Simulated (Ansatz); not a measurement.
# SrBeBr2F2: complex band structure

Aim: relax a made-up compound, SrBeBr2F2, and see how good a tunnel barrier it would be. It is built by putting Be for part of the Sr in the SrBrF structure of space group P4/nmm, with the volume rescaled by atomic radii. The parent structure comes from the Materials Project.

Calculated with Ansatz 0.2.0; LDA DFT, plane waves, PAW files, in the first sound run; inputs show where later runs differ.

The structure was built from a prototype and need not be the compound's stable phase.

**1. Set-up**

It takes space group P4mm (No. 99, tetragonal). The conventional cell has a = 3.864 Å, b = 3.864 Å, c = 6.753 Å, α = 90.00°, β = 90.00°, γ = 90.00°. Nearest to Be lie 4 F at 2.30 Å. Nearest to Sr lie 4 F at 2.30 Å and 6 Br at 2.95 to 3.62 Å. Nearest to Br lie 4 Be at 2.95 Å and 2 Sr at 3.13 to 3.62 Å. Nearest to Br lie 4 Sr at 2.95 Å. Nearest to F lie 2 Be at 2.30 Å and 2 Sr at 2.30 Å. It derives from SrBrF. Be for part of the Sr in the SrBrF structure of space group P4/nmm. Farther neighbours and most contacts between anions are not listed.

**2. Cell and atoms at rest**

The substituted atoms don't fit the parent's cell, so cell and atoms relax together. A small smearing keeps the run stable in case the gap closes on the way.

Contents of input.yaml:

```yaml
crystal:
  lattice:
    - [3.8642724162, 0.0, 0.0]
    - [0.0, 3.8642724162, 0.0]
    - [0.0, 0.0, 6.7530707773]
  atoms:
    - { symbol: Be, position: [0.0, 0.5, 0.81510162] }
    - { symbol: Sr, position: [0.5, 0.0, 0.18489838] }
    - { symbol: Br, position: [0.5, 0.0, 0.64895357] }
    - { symbol: Br, position: [0.0, 0.5, 0.35104643] }
    - { symbol: F, position: [0.5, 0.5, 0.0] }
    - { symbol: F, position: [0.0, 0.0, 0.0] }
kpoints:
  mp_grid: { grid: [6, 6, 4] }
scf:
  occupations: { method: gaussian, width: 0.03 }
hamiltonian:
  xc: lda
output:
  forces: true
  stress: true
relax:
  f_tol: 0.02
  max_steps: 60
  cell: {}
```

Run with:

```sh
$ ansatz run input.yaml --threads 2 --pin off --max-ram 4096MiB --backend cpu --events-out ev --progress --plain --runs-dir out
```

Numbers of over 12 decimals in the logs are rounded to 6 here.

The program printed:

```text
Engine: ansatz 0.2.0, aarch64-unknown-linux-gnu
Pseudopotentials: kind: paw
Pseudopotential: Be, paw, valence charge 2, recommended cutoff 420 eV (normal), Be.paw.azcp
Pseudopotential: Sr, paw, valence charge 10, recommended cutoff 420 eV (normal), Sr.paw.azcp
Pseudopotential: Br, paw, valence charge 7, recommended cutoff 420 eV (normal), Br.paw.azcp
Pseudopotential: F, paw, valence charge 7, recommended cutoff 420 eV (normal), F.paw.azcp
Functional definition: SPW92
  exchange = slater_x
  correlation = pw_c
Crystal: 6 atoms, lattice volume = 100.841 Å³
Basis set: ecut = 420 eV, 1991 PW (Γ)
Bands: 26, of which v1, the nominal top of the filled ones, is band 20 counted from 1 (19 counted from 0)
Symmetry: 8 space group operations
Space group: P4mm (ITA 99), of the structure as read, at distance tolerance 4.7e-5 Å
k-points: 30 of 144 (time reversal used)
Non-local potential: Be, projectors of the file, l = 0: 2, l = 1: 2, l = 2: 1
Non-local potential: Sr, projectors of the file, l = 0: 3, l = 1: 2, l = 2: 2
Non-local potential: Br, projectors of the file, l = 0: 2, l = 1: 2, l = 2: 2
Non-local potential: F, projectors of the file, l = 0: 2, l = 1: 2, l = 2: 1
PAW form: soft (Blöchl's): semilocal exchange-correlation on the pseudo side does not see the compensation charge
PAW frozen core: Be, regenerated for the run's functional, and the local potential with it (the file was generated under x = pbe(κ = 0.804, μ = 0.219515), c = pbe(β = 0.066725))
PAW frozen core: Sr, regenerated for the run's functional, and the local potential with it (the file was generated under x = pbe(κ = 0.804, μ = 0.219515), c = pbe(β = 0.066725))
PAW frozen core: Br, regenerated for the run's functional, and the local potential with it (the file was generated under x = pbe(κ = 0.804, μ = 0.219515), c = pbe(β = 0.066725))
PAW frozen core: F, regenerated for the run's functional, and the local potential with it (the file was generated under x = pbe(κ = 0.804, μ = 0.219515), c = pbe(β = 0.066725))
PAW one-centre angular grid: Be, 110 points (default); XC on 64 Gauss nodes
PAW one-centre angular grid: Sr, 110 points (default); XC on 64 Gauss nodes
PAW one-centre angular grid: Br, 110 points (default); XC on 64 Gauss nodes
PAW one-centre angular grid: F, 110 points (default); XC on 64 Gauss nodes
Initial density: superposition of atomic densities (neutral atoms: chi_scale 0, normalization atom), corrected by the library's trained network
Initial wavefunctions: pseudopotential atomic-orbital guess
Functional: x = slater, c = lda
SCF iter   1: F=—  HF=-10513.661062 eV  |F-HF|=—  |Δ(HF+E_count)|=         —  Δρ=1.17e-2  dr2=9.52e-2  ethr=1.77e-3  ⟨swp⟩=8.8  Hψ=4743  notcnv=0  defer=5
preconditioner: auto → Resta (q_TF=auto, 2.339 Å⁻¹)  ε∞=3.9  [insulator: Δε(μ)=1.794 eV  Ē_g=13.417 eV  σ=0.030 eV  W_gap=1.00  n_scr=20 (ndim 8)  ℏωp=22.8 eV  f_vac=0.000  D(μ)=0.00/eV (n_scr^D=0)  ε∞_Penn≈3.9]
SCF iter   2: F=—  HF=-10513.637386 eV  |F-HF|=—  |Δ(HF+E_count)|=   2.37e-2  Δρ=4.07e-3  dr2=8.25e-3  ethr=2.38e-4  ⟨swp⟩=2.2  Hψ=1724  notcnv=0  defer=49
SCF iter   3: F=—  HF=-10513.635830 eV  |F-HF|=—  |Δ(HF+E_count)|=   1.56e-3  Δρ=1.76e-3  dr2=2.16e-3  ethr=2.06e-5  ⟨swp⟩=2.5  Hψ=1237  notcnv=0  defer=51
SCF iter   4: F=—  HF=-10513.635510 eV  |F-HF|=—  |Δ(HF+E_count)|=   3.20e-4  Δρ=4.92e-4  dr2=1.41e-4  ethr=5.40e-6  ⟨swp⟩=2.6  Hψ=1139  notcnv=0  defer=51
SCF iter   5: F=—  HF=-10513.635486 eV  |F-HF|=—  |Δ(HF+E_count)|=   2.36e-5  Δρ=9.56e-5  dr2=6.79e-6  ethr=3.53e-7  ⟨swp⟩=2.5  Hψ=1295  notcnv=0  defer=51
SCF iter   6: F=—  HF=-10513.635492 eV  |F-HF|=—  |Δ(HF+E_count)|=   6.04e-6  Δρ=1.64e-5  dr2=2.08e-7  ethr=1.70e-8  ⟨swp⟩=2.4  Hψ=1309  notcnv=0  defer=51
SCF iter   7: F=-10513.635492 eV  HF=-10513.635492 eV  |F-HF|=6.70e-9  |Δ(HF+E_count)|=   1.29e-9  Δρ=4.00e-6  dr2=1.32e-8  ethr=2.50e-10  ⟨swp⟩=5.6  Hψ=3110  notcnv=0
SCF 1 converged in 7 iterations: F = -10513.635492 eV  dr2 = 1.32e-8
  greatest PAW one-centre occupation: 0.987 electrons in one spin orbital (limit 2), on the Sr atom at site 1 (counted from 0), in its partial waves of l = 0
relax step   1: F+E_penalty+E_count = -10513.63549205 eV  Δ(F+E_penalty+E_count) = +0.000e0 eV  max|allowed force component| = 1.640e0 eV/Å  Δτ_max = 0.0000 Å  P = +0.684 GPa  Ω = 100.841 Å³  (7 SCF iters, dr2 threshold 1.00e-7 eV, accepted)
Crystal: 6 atoms, lattice volume = 100.372 Å³
Basis set: ecut = 420 eV, 1967 PW (Γ)
Initial density: handed on by an earlier stage of this run
Initial wavefunctions: those handed on with the density
iter 1 solved again at ethr=6.28e-4 eV; its pass at ethr=3.10e-3 eV (dr2=2.51e-1 eV) is discarded
SCF iter   1: F=—  HF=-10514.175173 eV  |F-HF|=—  |Δ(HF+E_count)|=         —  Δρ=2.13e-2  dr2=2.53e-1  ethr=6.28e-4  ⟨swp⟩=1.5  Hψ=4794  notcnv=0
preconditioner: auto → Resta (q_TF=auto, 2.340 Å⁻¹)  ε∞=3.7  [insulator: Δε(μ)=1.852 eV  Ē_g=13.859 eV  σ=0.030 eV  W_gap=1.00  n_scr=20 (ndim 8)  ℏωp=22.8 eV  f_vac=0.000  D(μ)=0.00/eV (n_scr^D=0)  ε∞_Penn≈3.7]
SCF iter   2: F=—  HF=-10514.092305 eV  |F-HF|=—  |Δ(HF+E_count)|=   8.29e-2  Δρ=9.69e-3  dr2=4.60e-2  ethr=6.28e-4  ⟨swp⟩=2.0  Hψ=1313  notcnv=0
SCF iter   3: F=—  HF=-10514.077479 eV  |F-HF|=—  |Δ(HF+E_count)|=   1.48e-2  Δρ=4.23e-3  dr2=9.89e-3  ethr=1.15e-4  ⟨swp⟩=2.0  Hψ=1516  notcnv=0  defer=50
SCF iter   4: F=—  HF=-10514.075050 eV  |F-HF|=—  |Δ(HF+E_count)|=   2.43e-3  Δρ=1.06e-3  dr2=4.65e-4  ethr=2.47e-5  ⟨swp⟩=2.2  Hψ=1378  notcnv=0  defer=50
SCF iter   5: F=—  HF=-10514.074974 eV  |F-HF|=—  |Δ(HF+E_count)|=   7.64e-5  Δρ=2.37e-4  dr2=4.16e-5  ethr=1.16e-6  ⟨swp⟩=3.7  Hψ=1499  notcnv=0  defer=50
SCF iter   6: F=—  HF=-10514.074964 eV  |F-HF|=—  |Δ(HF+E_count)|=   9.33e-6  Δρ=5.70e-5  dr2=2.88e-6  ethr=1.04e-7  ⟨swp⟩=2.7  Hψ=1337  notcnv=0  defer=50
SCF iter   7: F=-10514.074964 eV  HF=-10514.074964 eV  |F-HF|=1.34e-7  |Δ(HF+E_count)|=   2.40e-7  Δρ=1.54e-5  dr2=1.90e-7  ethr=1.50e-9  ⟨swp⟩=6.0  Hψ=3364  notcnv=0
SCF 2 converged in 7 iterations: F = -10514.074964 eV  dr2 = 1.90e-7
relax step   2: F+E_penalty+E_count = -10514.07496391 eV  Δ(F+E_penalty+E_count) = -4.395e-1 eV  max|allowed force component| = 8.312e-1 eV/Å  Δτ_max = 0.1978 Å  P = -0.642 GPa  Ω = 100.372 Å³  energy of the carried Pulay correction = +1.001e-3 eV  (7 SCF iters, dr2 threshold 6.00e-7 eV, accepted)
Crystal: 6 atoms, lattice volume = 97.564 Å³
Basis set: ecut = 420 eV, 1895 PW (Γ)
iter 1 solved again at ethr=5.11e-4 eV; its pass at ethr=3.10e-3 eV (dr2=2.04e-1 eV) is discarded
[...]
relax step   9: F+E_penalty+E_count = -10514.63650583 eV  Δ(F+E_penalty+E_count) = -8.742e-5 eV  max|allowed force component| = 7.895e-3 eV/Å  Δτ_max = 0.0011 Å  P = +0.002 GPa  Ω = 99.875 Å³  energy of the carried Pulay correction = +2.067e-3 eV  (6 SCF iters, dr2 threshold 6.56e-9 eV, accepted)
relax step  10: F+E_penalty+E_count = -10514.69368162 eV  Δ(F+E_penalty+E_count) = -5.718e-2 eV  max|allowed force component| = 9.302e-3 eV/Å  Δτ_max = 0.0000 Å  P = +0.691 GPa  Ω = 99.875 Å³  stress off target by 2.01e0 GPa  SCF on the basis re-selected at this cell (its energy is not comparable with the rows above)  (8 SCF iters)
relax step  11: F+E_penalty+E_count = -10514.71656328 eV  Δ(F+E_penalty+E_count) = -2.288e-2 eV  max|allowed force component| = 1.627e-2 eV/Å  Δτ_max = 0.0451 Å  P = +0.184 GPa  Ω = 101.370 Å³  energy of the carried Pulay correction = -3.315e-3 eV  (6 SCF iters, dr2 threshold 6.00e-7 eV, accepted)
relax step  12: F+E_penalty+E_count = -10514.72046176 eV  Δ(F+E_penalty+E_count) = -3.898e-3 eV  max|allowed force component| = 5.104e-2 eV/Å  Δτ_max = 0.0315 Å  P = +0.032 GPa  Ω = 102.026 Å³  energy of the carried Pulay correction = -4.754e-3 eV  (6 SCF iters, dr2 threshold 6.00e-7 eV, accepted)
relax step  13: F+E_penalty+E_count = -10514.72052241 eV  Δ(F+E_penalty+E_count) = -6.066e-5 eV  max|allowed force component| = 1.106e-2 eV/Å  Δτ_max = 0.0123 Å  P = -0.004 GPa  Ω = 102.271 Å³  energy of the carried Pulay correction = -5.287e-3 eV  (6 SCF iters, dr2 threshold 1.63e-7 eV, accepted)
relax step  14: F+E_penalty+E_count = -10514.73138399 eV  Δ(F+E_penalty+E_count) = -1.086e-2 eV  max|allowed force component| = 1.085e-2 eV/Å  Δτ_max = 0.0000 Å  P = +0.159 GPa  Ω = 102.271 Å³  stress off target by 4.79e-1 GPa  SCF on the basis re-selected at this cell (its energy is not comparable with the rows above)  (7 SCF iters)
relax step  15: F+E_penalty+E_count = -10514.73175228 eV  Δ(F+E_penalty+E_count) = -3.683e-4 eV  max|allowed force component| = 5.841e-3 eV/Å  Δτ_max = 0.0120 Å  P = +0.026 GPa  Ω = 102.755 Å³  energy of the carried Pulay correction = -1.063e-3 eV  (6 SCF iters, dr2 threshold 5.73e-7 eV, accepted)
relax step  16: F+E_penalty+E_count = -10514.73150373 eV  Δ(F+E_penalty+E_count) = +2.486e-4 eV  max|allowed force component| = 1.712e-3 eV/Å  Δτ_max = 0.0031 Å  P = -0.005 GPa  Ω = 102.886 Å³  energy of the carried Pulay correction = -1.359e-3 eV  (6 SCF iters, dr2 threshold 1.10e-8 eV, accepted)
relax step  17: F+E_penalty+E_count = -10514.73306482 eV  Δ(F+E_penalty+E_count) = -1.561e-3 eV  max|allowed force component| = 2.012e-3 eV/Å  Δτ_max = 0.0000 Å  P = +0.002 GPa  Ω = 102.886 Å³  stress off target by 5.23e-2 GPa  SCF on the basis re-selected at this cell (its energy is not comparable with the rows above)  (6 SCF iters)
relax step  18: F+E_penalty+E_count = -10514.73296173 eV  Δ(F+E_penalty+E_count) = +1.031e-4 eV  max|allowed force component| = 1.215e-3 eV/Å  Δτ_max = 0.0023 Å  P = +0.003 GPa  Ω = 102.949 Å³  energy of the carried Pulay correction = -1.361e-4 eV  (6 SCF iters, dr2 threshold 6.85e-9 eV, accepted)
iter 1 solved again at ethr=6.38e-6 eV; its pass at ethr=3.10e-3 eV (dr2=2.55e-3 eV) is discarded
SCF iter   1: F=—  HF=-10514.733087 eV  |F-HF|=—  |Δ(HF+E_count)|=         —  Δρ=1.34e-5  dr2=6.98e-8  ethr=6.38e-6  ⟨swp⟩=3.7  Hψ=7007  notcnv=0
eigensolver tolerance schedule: the retry pair's looser diagonalisation over-reported the residual by 36541.83 of it (diagonalisation noise at an unbounded share of the residual, at the tolerance the schedule requests for it); recorded, not acted on — ethr = c·dr2/N_el stays at c = 1.0e-1
preconditioner: auto → Resta (q_TF=auto, 2.331 Å⁻¹)  ε∞=3.9  [insulator: Δε(μ)=1.470 eV  Ē_g=12.593 eV  σ=0.030 eV  W_gap=1.00  n_scr=18 (ndim 8)  ℏωp=21.3 eV  f_vac=0.000  D(μ)=0.00/eV (n_scr^D=0)  ε∞_Penn≈3.9]
SCF iter   2: F=—  HF=-10514.733088 eV  |F-HF|=—  |Δ(HF+E_count)|=   8.09e-7  Δρ=9.49e-6  dr2=5.06e-8  ethr=1.74e-10  ⟨swp⟩=5.3  Hψ=2704  notcnv=0
SCF iter   3: F=—  HF=-10514.733088 eV  |F-HF|=—  |Δ(HF+E_count)|=   8.83e-9  Δρ=5.05e-6  dr2=1.04e-8  ethr=1.26e-10  ⟨swp⟩=2.0  Hψ=957  notcnv=0
SCF iter   4: F=—  HF=-10514.733088 eV  |F-HF|=—  |Δ(HF+E_count)|=   2.89e-9  Δρ=9.08e-7  dr2=3.57e-10  ethr=2.61e-11  ⟨swp⟩=2.5  Hψ=1328  notcnv=0
SCF iter   5: F=—  HF=-10514.733088 eV  |F-HF|=—  |Δ(HF+E_count)|=  2.98e-10  Δρ=6.47e-7  dr2=3.14e-10  ethr=1.00e-12  ⟨swp⟩=2.3  Hψ=1325  notcnv=0
SCF iter   6: F=—  HF=-10514.733088 eV  |F-HF|=—  |Δ(HF+E_count)|=  7.64e-11  Δρ=2.83e-7  dr2=7.07e-11  ethr=1.00e-12  ⟨swp⟩=1.8  Hψ=893  notcnv=0
SCF iter   7: F=-10514.733088 eV  HF=-10514.733088 eV  |F-HF|=3.64e-12  |Δ(HF+E_count)|=  1.82e-11  Δρ=7.07e-8  dr2=4.68e-12  ethr=1.00e-12  ⟨swp⟩=5.5  Hψ=2957  notcnv=0
SCF 19 converged in 7 iterations: F = -10514.733088 eV  dr2 = 4.68e-12
relax step  19: F+E_penalty+E_count = -10514.73308804 eV  Δ(F+E_penalty+E_count) = -1.263e-4 eV  max|allowed force component| = 1.205e-3 eV/Å  Δτ_max = 0.0000 Å  P = +0.004 GPa  Ω = 102.949 Å³  stress off target by 1.54e-2 GPa  SCF on the basis re-selected at this cell (its energy is not comparable with the rows above)  (7 SCF iters)
basis re-selected at this cell: Δ(F+E_penalty+E_count) = -1.263e-4 eV, ΔP = +0.000 GPa vs the last step (what re-selecting the basis moved, of the pressure what is left beyond the Pulay correction that the steps carried, after the strain that the cell walked since its last selection, with what the two solves' SCF thresholds leave and, on support functions, any second-order correction that the steps lacked; it is no m [...]
SCF converged after 7 iterations
Free energy (F): -10514.733088 eV
Harris-Foulkes:  -10514.733088 eV  (|F-HF|=3.64e-12)
Internal energy: -10514.733088 eV  (E = F + TS)
E sigma→0 (E₀):  -10514.733088 eV
Fermi energy:    7.280380 eV
--- Per-component energies (eV) ---
  E_band       = -163.900982
  E_kinetic    = 946.471236
  E_local      = -2920.458828  (includes V_loc(G=0)·N_el)
  E_nonlocal   = 505.388752
  E_hartree    = 1052.355418
  E_xc         = -871.656347
  E_vxc        = -597.090431  (∫ρ·V_xc dr)
  E_paw        = -7348.239606  (= ΣΔE_a)
  E_vpaw       = -202.926558  (= ΣTr[D̂ρ^β])
  E_aug_tail   = 0.004044  (compensation charges beyond the density's cutoff)
  E_ewald      = -1879.561706
  E_core_change = 0.963949  (= ΣΔE_core)
  E_smearing   = -0.000000  (= −TS)
  E_closure    = 0.000000  (closes the sum)
  Σ components = -10514.733088   (vs F -10514.733088, Δ=0.00e0)
--- Forces (eV/Å), atoms counted from 1 ---
  atom   1  Be    -0.00000000    -0.00000000     0.00021338
  atom   2  Sr    -0.00000000     0.00000000    -0.00047533
  atom   3  Br     0.00000000    -0.00000000    -0.00120339
  atom   4  Br     0.00000000    -0.00000000     0.00064413
  atom   5  F      0.00000000     0.00000000     0.00041573
  atom   6  F     -0.00000000    -0.00000000     0.00041573
  max |Σ_I F_I| component: 1.03e-5 eV/Å
--- Stress (GPa, compression-positive) ---
       -0.001890      -0.000000      -0.000000
       -0.000000      -0.001890       0.000000
       -0.000000       0.000000       0.015418
  P = ⅓ Tr σ = 0.0039 GPa (0.039 kbar)
--- Relaxed structure (15 steps of the walk, 15 accepted, 4 SCFs on fresh bases) ---
  F+E_penalty+E_count = -10514.73308804 eV   max|allowed force component| = 1.205e-3 eV/Å   (the final SCF, on the basis selected at the relaxed cell)
  cell:  # Å, volume = 102.9491 Å³
    - [3.558493, 0, 0]
    - [0, 3.558493, 0.0]
    - [0, 0.0, 8.129992]
  atoms:
    - { symbol: Be, position: [0, 0.500000, 0.865133] }
    - { symbol: Sr, position: [0.500000, 0, 0.168761] }
    - { symbol: Br, position: [0.500000, 0, 0.677210] }
    - { symbol: Br, position: [0, 0.500000, 0.353057] }
    - { symbol: F, position: [0.500000, 0.500000, -0.032080] }
    - { symbol: F, position: [0, 0, -0.032080] }
```

Elapsed: 57 s, on 2 threads of Arm Neoverse V2, shared host; peak memory 0.36 GiB; 1.8 min of CPU time.

Relaxation path:

```tsv
step	energy less that of the first step (eV)	largest force component (eV/Å)	pressure (GPa)	volume (Å³)
1	0.0000	1.6398	0.68	100.84
2	-0.4395	0.8312	-0.64	100.37
3	-0.7313	0.7869	0.60	97.56
4	-0.9618	0.2305	1.74	96.77
5	-0.9922	0.1674	-0.76	100.58
6	-0.9987	0.1384	0.19	99.57
7	-1.0003	0.1313	0.22	99.68
8	-1.0009	0.0099	-0.04	99.91
9	-1.0010	0.0079	0.00	99.87
10*	-1.0582	0.0093	0.69	99.87
11	-1.0811	0.0163	0.18	101.37
12	-1.0850	0.0510	0.03	102.03
13	-1.0850	0.0111	0.00	102.27
14*	-1.0959	0.0109	0.16	102.27
15	-1.0963	0.0058	0.03	102.75
16	-1.0960	0.0017	0.00	102.89
17*	-1.0976	0.0020	0.00	102.89
18	-1.0975	0.0012	0.00	102.95
19*	-1.0976	0.0012	0.00	102.95
```

Relaxation steps marked * repeat the geometry before them on a plane-wave basis chosen anew for their cell, so energy and pressure can jump there.

Forces are held to the 8 operations that the run works with; a distortion that breaks them can't arise in this run.

```tsv
cell as run	before	after	change
a (Å)	3.864	3.558	-7.9 %
b (Å)	3.864	3.558	-7.9 %
c (Å)	6.753	8.130	+20.4 %
volume (Å³/atom)	16.81	17.16	+2.1 %
```

The atoms that moved most (Å, as changes of fractional coordinates times the final cell):

```tsv
atom	dx	dy	dz	length
Be1	0.000	0.000	0.407	0.407
F5	0.000	0.000	-0.261	0.261
F6	0.000	0.000	-0.261	0.261
Br3	0.000	0.000	0.230	0.230
Sr2	0.000	0.000	-0.131	0.131
Br4	0.000	0.000	0.016	0.016
```

The relaxed structure:

```cif
data_structure
_symmetry_space_group_name_H-M 'P 1'
_symmetry_Int_Tables_number 1
_cell_length_a 3.5585
_cell_length_b 3.5585
_cell_length_c 8.1300
_cell_angle_alpha 90.000
_cell_angle_beta 90.000
_cell_angle_gamma 90.000
_cell_volume 102.95
loop_
_atom_site_label
_atom_site_type_symbol
_atom_site_fract_x
_atom_site_fract_y
_atom_site_fract_z
_atom_site_occupancy
Be1 Be 0.00000 0.50000 0.86513 1
Sr2 Sr 0.50000 0.00000 0.16876 1
Br3 Br 0.50000 0.00000 0.67721 1
Br4 Br 0.00000 0.50000 0.35306 1
F5 F 0.50000 0.50000 0.96792 1
F6 F 0.00000 0.00000 0.96792 1
```

Numbers from this step:

```yaml
free_energy: -10514.7331 eV
fermi_energy: 7.280 eV
pressure: 0.003879 GPa
```

The largest force component on a free atom ends at 0.0012 eV/Å.

**3. The bulk crystal and its band edges**

The energy window and the wavevectors of the next steps follow from the band edges, so these are searched first, off the mesh as well.

Contents of input.yaml:

```yaml
crystal:
  lattice:
    - [3.5584933854, 0.0, 0.0]
    - [0.0, 3.5584933854, 0.0]
    - [0.0, 0.0, 8.1299921982]
  atoms:
    - { symbol: Be, position: [0.0, 0.5, 0.8651328733] }
    - { symbol: Sr, position: [0.5, 0.0, 0.1687610317] }
    - { symbol: Br, position: [0.5, 0.0, 0.6772099543] }
    - { symbol: Br, position: [0.0, 0.5, 0.3530569239] }
    - { symbol: F, position: [0.5, 0.5, -0.0320803916] }
    - { symbol: F, position: [0.0, 0.0, -0.0320803916] }
kpoints:
  mp_grid: { grid: [6, 6, 4] }
  band_path: { path: [VBM, CBM], npoints: 30 }
scf:
  occupations: { method: fixed }
hamiltonian:
  xc: lda
output:
  eigenvalues: true
  write_potential: true
  write_density: true
  volumetric_format: npy
```

The program printed:

```text
[...]
Crystal: 6 atoms, lattice volume = 102.949 Å³
Basis set: ecut = 420 eV, 1975 PW (Γ)
Bands: 26, of which v1, the nominal top of the filled ones, is band 20 counted from 1 (19 counted from 0)
Symmetry: 8 space group operations
[...]
k-points: 30 of 144 (time reversal used)
[...]
SCF iter   1: F=—  HF=-10514.777769 eV  |F-HF|=—  |Δ(HF+E_count)|=         —  Δρ=1.35e-2  dr2=1.58e-1  ethr=1.77e-3  ⟨swp⟩=5.9  Hψ=3980  notcnv=0  defer=110
[...]
SCF iter   7: F=-10514.733088 eV  HF=-10514.733088 eV  |F-HF|=6.56e-9  |Δ(HF+E_count)|=   1.55e-7  Δρ=3.19e-6  dr2=1.44e-8  ethr=2.50e-10  ⟨swp⟩=13.7  Hψ=4555  notcnv=0
SCF 1 converged in 7 iterations: F = -10514.733088 eV  dr2 = 1.44e-8
[...]
NSCF: frozen V_eff on 40 k-points
[...]
SCF converged after 7 iterations
Free energy (F): -10514.733088 eV
[...]
Internal energy: -10514.733088 eV  (E = F + TS)
E sigma→0 (E₀):  -10514.733088 eV
Fermi energy:    6.545261 eV
[...]
--- Band table (eV; the first three rows and the last of 30) ---
  k-point 0: bands = [... 16 lower, 4.5227, 5.3543, 6.1500, 6.1500, 8.3384, 9.2197, 10.2586, 10.8516, ... 2 higher]
  k-point 1: bands = [... 16 lower, 4.5325, 5.0973, 6.1376, 6.1376, 8.6232, 9.2271, 10.0011, 11.0331, ... 2 higher]
  k-point 2: bands = [... 16 lower, 4.5424, 4.8273, 6.1250, 6.1250, 9.0368, 9.2345, 9.5984, 11.2702, ... 2 higher]
  k-point 29: bands = [... 16 lower, 3.4413, 4.3157, 4.3157, 5.5761, 8.0149, 11.6414, 11.6526, 12.1592, ... 2 higher]
```

Wall time 15 s (2 threads); peak memory 0.33 GiB; 30 s of CPU time.

The column dr2 measures how far the density is from self-consistency, as an energy; F and HF (Harris–Foulkes) agree once it is small.

This step gave:

```yaml
fermi_energy: 6.545 eV
gap_on_the_k_mesh: 1.470 eV
gap_on_path: 1.470 eV, by band count; negative where bands overlap
direct_gap_on_path: 2.439 eV
edge_places_on_path: 0, 0.8829 1/A along the path
```

Electronic bands along the path, in eV, zero at the Fermi level (highest filled level under fixed occupations); v1 is the highest filled band, c1 the lowest empty one:

```tsv
point	v4	v3	v2	v1	c1	c2	c3	c4
VBM	-2.31	-2.04	-1.06	0.00	3.25	4.08	4.67	5.98
halfway	-2.84	-2.42	-1.39	-1.06	2.89	4.53	4.58	5.98
CBM	-3.10	-2.23	-2.23	-0.97	1.47	5.10	5.11	5.61
```

The searched edges give 1.47 eV, as on the mesh.

(Part 1 of 3 ends here.)

[Logs are printed without paths, hosts, clocks, repeated set-up lines and the standing remarks that a program may print on its own settings, such as how far it seeks lower states.]

[Hosts, paths, dates, database ids (printed as entryN), source tags and the programs' standing remarks are cut or masked in the printed files.]
